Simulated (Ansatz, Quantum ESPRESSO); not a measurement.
## ZrSi3 (Fm-3m): zone-centre phonons: relaxation

Quantum ESPRESSO 7.5; DFT PBE, scalar-relativistic, plane waves, SG15 norm-conserving pseudopotentials.

The structure was built from a prototype and need not be the compound's stable phase.

Symmetry: Fm-3m, No. 225, cubic system. Conventional cell: a = 6.401 Å, b = 6.401 Å, c = 6.401 Å, α = 90.00°, β = 90.00°, γ = 90.00°. Zr has 14 Si at 2.77 to 3.20 Å nearest. Nearest to Si lie 8 Si at 2.77 Å and 6 Zr at 3.20 Å. Nearest to Si lie 4 Zr at 2.77 Å and 4 Si at 2.77 Å. Farther neighbours are not listed.

Relaxation path:

```tsv
step	energy less that of the first step (eV)	largest force (eV/Å)	pressure (GPa)	volume (Å³)
1	0.0000	0.0000	3.90	65.57
2	-0.0238	0.0000	1.94	66.88
3	-0.0323	0.0000	0.09	68.23
4	-0.0323	0.0000	0.00	68.30
5	-0.0323	0.0000	0.00	68.30
6	-0.0324	0.0000	0.00	68.30
```

```tsv
conventional cell, symmetrised	before	after	change
a (Å)	6.401	6.489	+1.4 %
b (Å)	6.401	6.489	+1.4 %
c (Å)	6.401	6.489	+1.4 %
volume (Å³/atom)	16.39	17.07	+4.2 %
```

The last row of the table of steps is pw.x's closing run on a basis chosen anew for the final cell, so its energy can jump.

Read from the output:

```yaml
volume_per_atom: 17.07 Å³
pressure: 0.003000 GPa
```

The volume changes by +4.2 % from the cell with which this run began.

Q: Write an input that reproduces this.

The system, level and task follow from the heading and the kind of results. Meshes, cutoffs and thresholds can't be read from the results; these are the ones that the run used.

relax.in reads:

```
&control
   calculation = 'vc-relax'
   prefix = 'x'
   outdir = './tmp'
   pseudo_dir = './pseudo'
   tprnfor = .true.
   tstress = .true.
   forc_conv_thr = 2.0d-05
   etot_conv_thr = 1.0d-07
   nstep = 40
/
&system
   ibrav = 0
   nat = 4
   ntyp = 2
   ecutwfc = 72
   occupations = 'smearing'
   smearing = 'mv'
   degauss = 0.02
/
&electrons
   conv_thr = 1.0d-11
   mixing_beta = 0.7
   electron_maxstep = 100
/
&ions
/
&cell
   press_conv_thr = 0.2
/
ATOMIC_SPECIES
 Zr     91.2240  Zr.upf
 Si     28.0850  Si.upf
CELL_PARAMETERS angstrom
    -3.200520750    0.000000000    3.200520750
     0.000000000    3.200520750    3.200520750
    -3.200520750    3.200520750    0.000000000
ATOMIC_POSITIONS crystal
 Zr     0.000000000   0.000000000   0.000000000
 Si     0.500000000   0.500000000   0.500000000
 Si     0.750000000   0.750000000   0.750000000
 Si     0.250000000   0.250000000   0.250000000
K_POINTS automatic
 8 8 8 0 0 0
```

Command:

```
$ OMP_NUM_THREADS=1 mpirun -n 4 pw.x -nk 4 -in relax.in > relax.out
```

[Host names and launcher messages were left out of these logs when they were recorded.]

[Logs are printed without paths, hosts, clocks, repeated set-up lines and the standing remarks that a program may print on its own settings, such as how far it seeks lower states.]

[Hosts, paths, dates, database ids (printed as entryN), source tags and the programs' standing remarks are cut or masked in the printed files.]
